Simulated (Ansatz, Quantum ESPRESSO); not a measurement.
**Equation of state of rock salt HfN**

How stiff is rock salt HfN under hydrostatic load? Each row relaxes cell and atoms at a set pressure. The phase is followed to these pressures whether or not it stays the stable one.

Calculated with Quantum ESPRESSO 7.5, PBEsol, GBRV 1.5 ultrasoft potentials, cutoff 680 eV, Fermi–Dirac smearing 0.05 eV, k-mesh 17×17×17, no spin polarisation, no spin-orbit coupling.

Reference cell, relaxed at zero pressure with PBEsol (Fm-3m): a = 3.1803 Å, b = 3.1803 Å, c = 3.1803 Å, α = 60.00°, β = 60.00°, γ = 60.00°.

```
atom       x       y       z
  Hf  0.0000  0.0000  0.0000
   N  0.5000  0.5000  0.5000
```

```csv
V (Å³/atom),V/V0,P (GPa),E − E0 (meV/atom)
11.5350,1.0143,−3.992,1.9
11.1846,0.9835,4.995,3.1
11.0125,0.9684,9.979,11.3
10.8524,0.9543,14.990,23.9
10.7042,0.9412,19.978,40.2
```

V0 = 11.3724 Å³ an atom, where the residual pressure P0 is −0.010 GPa. **Question.** Fit the Birch–Murnaghan law and give the pressure and the energy at V = 10.4351 Å³ an atom, a row left out above.

With the Eulerian strain f = ½[(V0/V)^(2/3) − 1] and F = (P − P0)/[3f(1 + 2f)^(5/2)], the third-order law is the line F = B0 + (3/2) B0 (B′ − 4) f.

```
       f  F (GPa)
 0.02060   292.42
 0.01585   291.84
 0.01084   291.26
 0.00558   290.73
−0.00471   288.57
```

A straight line through the 5 rows: the means are 0.009632 for f and 290.96 for F, Σ(Δx)² = 0.0003825 and ΣΔxΔy = 0.05706, so the slope is 0.05706/0.0003825 = 149.16 and the intercept 290.96 − (149.16)(0.009632) = 289.53.

Hence B0 = 289.5 GPa and B′ = 4 + (149.2)/(1.5 × 289.5) = 4.34. For the withheld volume f = 0.02951, F = 293.93 GPa and P = 30.02 GPa, an extrapolation past the fitted rows. The run itself gives 29.98 GPa, so the estimate misses by 0.04 GPa, more than the largest misfit of the fitted rows (0.01 GPa).

Integrating the same law gives E − E0 = (9/2) B0 V0 f²[1 + (B′ − 4) f] + P0(V0 − V), with 1 GPa Å³ = 6.2415 meV: 81.3 meV an atom. The run itself gives 82.3 meV, so the estimate misses by 1.0 meV; the fitted rows themselves lie up to 0.7 meV off the law.

The same fit over all rows at other levels or in other programs gives B0 = 284 GPa with PBEsol (Ansatz).

[Logs are printed without paths, hosts, clocks, repeated set-up lines and the standing remarks that a program may print on its own settings, such as how far it seeks lower states.]
